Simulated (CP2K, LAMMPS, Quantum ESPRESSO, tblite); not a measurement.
**tblite on glassy B2O3 (150 atoms): settings against a plane-wave reference**

Aim: run glassy B2O3 (150 atoms) in tblite and see how near its forces come to a plane-wave reference, and at what cost.

Main program and level: tblite 0.8.0; the method is named at each step.

### Step 1. Starting point

The cell holds 150 atoms: 60 B and 90 O. Cell: a = 12.043 Å, b = 12.043 Å, c = 12.043 Å, α = 90.0°, β = 90.0°, γ = 90.0°. 150 atoms (60 B, 90 O) placed at random at 1.93 g/cm³, melted at 3000 K for 20 ps at fixed volume with the Buckingham and Coulomb pair potential of Guillot and Sator (Geochim. Cosmochim. Acta 71, 1249 (2007)) with the boron terms of Wang et al. (J. Non-Cryst. Solids 498, 294 (2018)). Quenched from 3000 K to 300 K at 100 K/ps and fixed volume, held 10 ps at zero pressure.

The yardstick, on the same geometry:

- method: Kohn-Sham DFT, PBE, SSSP efficiency 1.3.0 pseudopotentials, plane waves (Quantum ESPRESSO 7.5); sssp-pbe-1.3.0-efficiency, cutoffs 60/480 Ry, Γ point
- r.m.s. force component: 0.953 eV/Å
- longest force: 4.963 eV/Å
- pressure: -10.46 GPa
- gap (highest filled to lowest empty level): 2.281 eV
- time: 5.6 min on 4 MPI ranks of Arm Neoverse V1, shared host
- CPU time: 22 min

### Step 2. GFN1-xTB

Method: GFN1-xTB tight binding, diagonalisation.

The input, run.py:

```python
import numpy as np
from ase.io import read
from tblite.ase import TBLite

atoms = read("structure.xyz")
atoms.calc = TBLite(method="GFN1-xTB", electronic_temperature=580, accuracy=1.0, max_iterations=250, mixer_damping=0.4, verbosity=1)
energy = atoms.get_potential_energy()
forces = atoms.get_forces()
print(f"energy {energy:.6f} eV")
print("forces (eV/A)")
for i, (a, f) in enumerate(zip(atoms, forces)):
    print(f"{i:4d} {a.symbol:2s} {f[0]:10.5f} {f[1]:10.5f} {f[2]:10.5f}")
stress = -atoms.get_stress(voigt=False) * 160.21766
print("stress (GPa, compression positive)")
for row in stress:
    print(" ".join(f"{x:10.4f}" for x in row))
print("charges (e)")
print(np.array2string(atoms.get_charges(), precision=4, suppress_small=True, max_line_width=110, threshold=100000))
```

The input, structure.xyz:

```xyz
150
Lattice="12.04324 0.00000 0.00000 0.00000 12.04324 0.00000 0.00000 0.00000 12.04324" Properties=species:S:1:pos:R:3 pbc="T T T"
B 10.56855 2.50174 5.53242
B 4.83235 4.84283 5.76317
B 5.32721 7.47283 7.42442
B 5.43668 1.67714 1.16831
B 0.75921 10.11644 10.77015
B 2.90025 6.39327 4.93135
B 11.91498 3.81963 9.78068
B 8.94993 8.74568 7.57146
B 2.21824 5.04648 2.60772
B 11.07629 6.55610 8.39149
B 7.85749 6.35233 7.29170
B 9.34026 6.88127 10.33864
B 11.55067 5.20292 1.91548
B 4.52994 4.28209 1.44146
B 8.51120 9.93074 9.90135
B 4.30317 0.34528 5.58252
B 2.42539 8.93741 4.33207
B 8.28081 2.80668 3.37885
B 0.24942 5.68429 11.53237
B 6.55538 9.25511 1.34427
B 9.37747 9.58895 5.11163
B 11.42530 7.91000 4.65050
B 2.35650 1.50613 4.12348
B 2.51595 9.66338 1.76566
B 10.78448 8.63043 11.89041
B 11.94870 5.59023 6.15482
B 6.97701 3.69282 11.14108
B 3.32044 0.15909 2.01544
B 8.13087 1.24623 1.19746
B 6.35522 10.68356 10.98885
B 8.27623 8.03332 2.91663
B 2.06542 7.67841 0.00132
B 3.14895 9.78369 9.79537
B 2.66601 2.17898 11.16059
B 0.98104 8.25648 7.99382
B 4.46443 7.78403 10.98669
B 8.91995 3.80759 7.42972
B 9.50934 11.95015 11.32040
B 0.12934 0.62914 7.09371
B 5.91118 2.02230 9.30364
B 6.76397 6.31680 10.91298
B 4.11602 2.98287 7.47945
B 1.34692 2.86436 7.64541
B 5.30131 8.54793 3.45292
B 5.61323 5.77786 3.44750
B 0.75427 3.52554 4.90545
B 9.32990 3.15135 10.10717
B 10.17509 0.34022 8.84275
B 3.05754 6.53081 8.56708
B 4.14203 12.03674 10.32021
B 4.90365 9.70709 5.90974
B 11.81297 11.80599 2.23631
B 2.12599 4.67844 10.34538
B 1.10063 10.37609 6.21070
B 9.18201 5.40103 3.08211
B 0.64407 0.54568 11.86307
[... 90 atom lines left out ...]
O 3.15798 4.54416 1.71688
O 5.37550 5.11657 2.21270
O 6.94702 1.19180 8.80734
O 9.60316 10.98753 4.70951
```

Command:

```
$ OMP_NUM_THREADS=1 python run.py > output.txt
```

Log:

```text
------------------------------------------------------------
  cycle        total energy    energy error   density error
------------------------------------------------------------
      1     -495.7539544392  -4.9812391E+02   1.0168937E+00
      2     -514.5328026204  -1.8778848E+01   4.6535157E-01
      3     -514.5633331759  -3.0530556E-02   2.4054863E-01
      4     -514.5459415962   1.7391580E-02   2.8621623E-02
      5     -514.5761080391  -3.0166443E-02   6.2885158E-03
      6     -514.5774975799  -1.3895408E-03   1.9529465E-03
      7     -514.5776402780  -1.4269806E-04   3.5317909E-04
      8     -514.5776451291  -4.8511284E-06   2.0989661E-05
      9     -514.5776451422  -1.3105364E-08   1.0196242E-05
------------------------------------------------------------
 total:                                   3.667 sec
energy -14002.370941 eV
forces (eV/A)
   0 B    -1.56866    0.43763    0.32846
   1 B    -1.28067    0.29092   -1.34685
   2 B     1.02598    0.28616   -0.88057
   3 B    -0.47718    0.72240    0.94845
   4 B    -1.20370   -0.32504    0.62680
   5 B     1.42048    0.44751   -1.02591
   6 B    -1.36179   -2.57145   -0.89944
   7 B    -1.08371    0.33090   -1.90361
   8 B    -0.28731    1.03076    0.26120
   9 B     0.44748    0.50722   -0.08913
  10 B     0.10907    0.12183   -0.26003
  11 B     0.64690    0.87186    0.31570
  12 B     1.11678    0.77395    0.60200
  13 B     0.03835   -1.02918    3.35644
  14 B    -0.07024    0.98424   -0.21120
  15 B     1.43304   -1.28991   -1.42276
  16 B    -1.13981   -0.00606    1.07361
  17 B    -0.89764    0.13193   -0.20723
  18 B    -0.12277    1.76115    3.66333
  19 B     0.99225   -0.06670   -0.28037
  20 B     1.10324   -0.59042   -1.50806
  21 B     0.00712    1.19207    0.39525
  22 B     1.18715    0.59761   -0.00163
  23 B     0.27078    0.32580    0.62247
[...]
142 O    -0.27827    0.26474   -0.34571
 143 O     0.20318   -0.55141   -0.84486
 144 O     0.51044   -0.04567   -0.23525
 145 O     0.38873   -0.40629   -1.68805
 146 O    -0.35775   -0.49671   -0.87815
 147 O     0.40236    0.09076    0.24298
 148 O    -0.63445    0.44903    0.43973
 149 O     0.76493    2.20741   -0.14465
stress (GPa, compression positive)
   -8.8588     1.3837     1.7244
    1.3837   -12.0080     0.2058
    1.7244     0.2058    -8.6362
charges (e)
[ 0.6785  0.683   0.6899  0.6893  0.6794  0.6798  0.7083  0.6696  0.6772  0.6752  0.6734  0.686   0.683
  0.6808  0.6774  0.6743  0.6905  0.6829  0.703   0.6638  0.6893  0.6615  0.6831  0.6968  0.685   0.6753
  0.7045  0.6821  0.6842  0.6788  0.6531  0.6942  0.6913  0.6938  0.686   0.6872  0.6789  0.6816  0.6957
  0.6914  0.6929  0.6819  0.6992  0.689   0.6887  0.6892  0.6932  0.6853  0.6965  0.689   0.6877  0.6751
  0.7174  0.695   0.675   0.6832  0.6905  0.66    0.6832  0.6789 -0.4435 -0.4653 -0.3313 -0.4675 -0.437
 -0.4565 -0.4605 -0.4385 -0.4484 -0.4726 -0.4732 -0.4626 -0.4281 -0.444  -0.4591 -0.4434 -0.4553 -0.4466
 -0.4784 -0.4531 -0.4646 -0.4726 -0.4536 -0.4353 -0.4179 -0.4531 -0.4383 -0.456  -0.4726 -0.4238 -0.4599
 -0.4684 -0.4469 -0.4609 -0.4898 -0.4462 -0.4604 -0.4436 -0.4584 -0.4721 -0.4264 -0.4636 -0.4231 -0.4347
 -0.4488 -0.4545 -0.4586 -0.5224 -0.4825 -0.4574 -0.4508 -0.4522 -0.4737 -0.464  -0.4434 -0.4547 -0.45
 -0.4632 -0.4544 -0.4654 -0.4584 -0.4361 -0.4673 -0.5348 -0.4466 -0.4755 -0.4503 -0.4649 -0.4492 -0.435
 -0.4595 -0.4675 -0.4752 -0.4947 -0.4493 -0.4655 -0.4574 -0.4204 -0.4889 -0.4555 -0.4433 -0.4633 -0.4657
 -0.4411 -0.4696 -0.4531 -0.4739 -0.4659 -0.4618 -0.4974]
```

Run time: 4.4 s. Hardware: 1 thread of Arm Neoverse V1, shared host; peak memory 0.14 GiB.

Banners, paths, timers and routine set-up lines are dropped from the logs unmarked, and long logs keep their key lines alone; longer cuts are marked.

Compared with the plane-wave run:

```yaml
r_m_s_force_component: 0.8684 eV/Å
r_m_s_difference_of_force_components: 241.1 meV/Å
longest_difference_of_force_vectors: 974.3 meV/Å
force_difference_over_r_m_s_force: 25.3 %
slope_of_forces_against_the_reference_s: 0.8832
correlation_of_force_components: 0.9692
pressure: -9.834 GPa
pressure_difference: 0.6277 GPa
```

Length of the force difference by element (eV/Å):

| element | atoms | mean | most |
| --- | --- | --- | --- |
| B | 60 | 0.48 | 0.97 |
| O | 90 | 0.31 | 0.69 |

The surroundings of O63, whose charge lies farthest from its element's mean, nearest first, numbered as they follow in the input and with coordinates relative to it.

| atom | x | y | z | distance (Å) | bonds | Mulliken charge (e) | Fx | Fy | Fz (eV/Å) |
| --- | --- | --- | --- | --- | --- | --- | --- | --- | --- |
| O63 | 0.00 | 0.00 | 0.00 | 0.00 | 3 | -0.33 | -0.32 | 0.11 | -0.10 |
| B19 | -0.41 | 0.94 | 0.96 | 1.40 | 3 | 0.70 | -0.12 | 1.76 | 3.66 |
| B7 | -0.78 | -0.93 | -0.79 | 1.45 | 3 | 0.71 | -1.36 | -2.57 | -0.90 |
| B53 | 1.47 | -0.07 | -0.23 | 1.49 | 3 | 0.72 | 2.46 | -1.20 | -1.81 |
| O110 | -0.05 | -1.34 | -1.86 | 2.29 | 2 | -0.46 | -0.01 | 0.35 | 0.26 |
| O66 | 0.36 | 2.08 | 1.07 | 2.37 | 2 | -0.46 | -0.07 | -0.17 | 0.14 |
| O94 | -1.30 | 0.60 | 1.98 | 2.44 | 2 | -0.46 | 0.60 | 0.05 | -1.33 |
| O101 | 2.11 | -1.22 | 0.23 | 2.44 | 2 | -0.43 | -0.36 | 1.18 | -0.45 |
| O103 | 2.08 | 0.79 | -1.11 | 2.49 | 2 | -0.42 | -0.62 | -1.72 | 1.86 |
| O130 | -1.96 | -1.52 | -0.36 | 2.51 | 2 | -0.43 | 1.54 | 1.51 | 0.47 |

Atoms are counted from 1 here, from 0 in the log.

Forces lie 25 % from the reference's, at 0.0033 times its CPU time (on 1 against 4 cores).

### Step 3. Results

```json
{
  "force difference from the reference": "tblite GFN1-xTB, 25 %",
  "its CPU time": "4.4 s"
}
```

**Reading.** Tight binding differs by 25 % (tblite GFN1-xTB); it is another model, with fitted parameters of its own, and the xTB methods hold dispersion. One electronic-structure run takes under half the reference's CPU time: tblite GFN1-xTB, at 25 % in 4.4 s against 22 min. Periodic xTB results under one method name differ between programs and library versions. The reference's pressure holds the uncorrected Pulay stress of its 60 Ry basis, so small pressure differences, and their order, may be the reference's own error. The quench rate of 100 K/ps is many orders above laboratory rates, so the cell is likely richer in defects and strain than a real sample. The network of bonds at the start is that of the classical potential that made the cell, and needn't be the one that DFT or experiment would give. The reference's stress is far from hydrostatic: its diagonal is -9.4, -12.6, -9.4 GPa, compression counted positive. The electronic-structure runs sample only Γ, in a cell whose shortest periodic width is 12 Å.

[Also dropped from logs without a mark: logging warnings of Python, and SIESTA's first energy breakdown and zero terms.]

[Logs are printed without paths, hosts, clocks, repeated set-up lines and the standing remarks that a program may print on its own settings, such as how far it seeks lower states.]

[Hosts, paths, dates, database ids (printed as entryN), source tags and the programs' standing remarks are cut or masked in the printed files.]
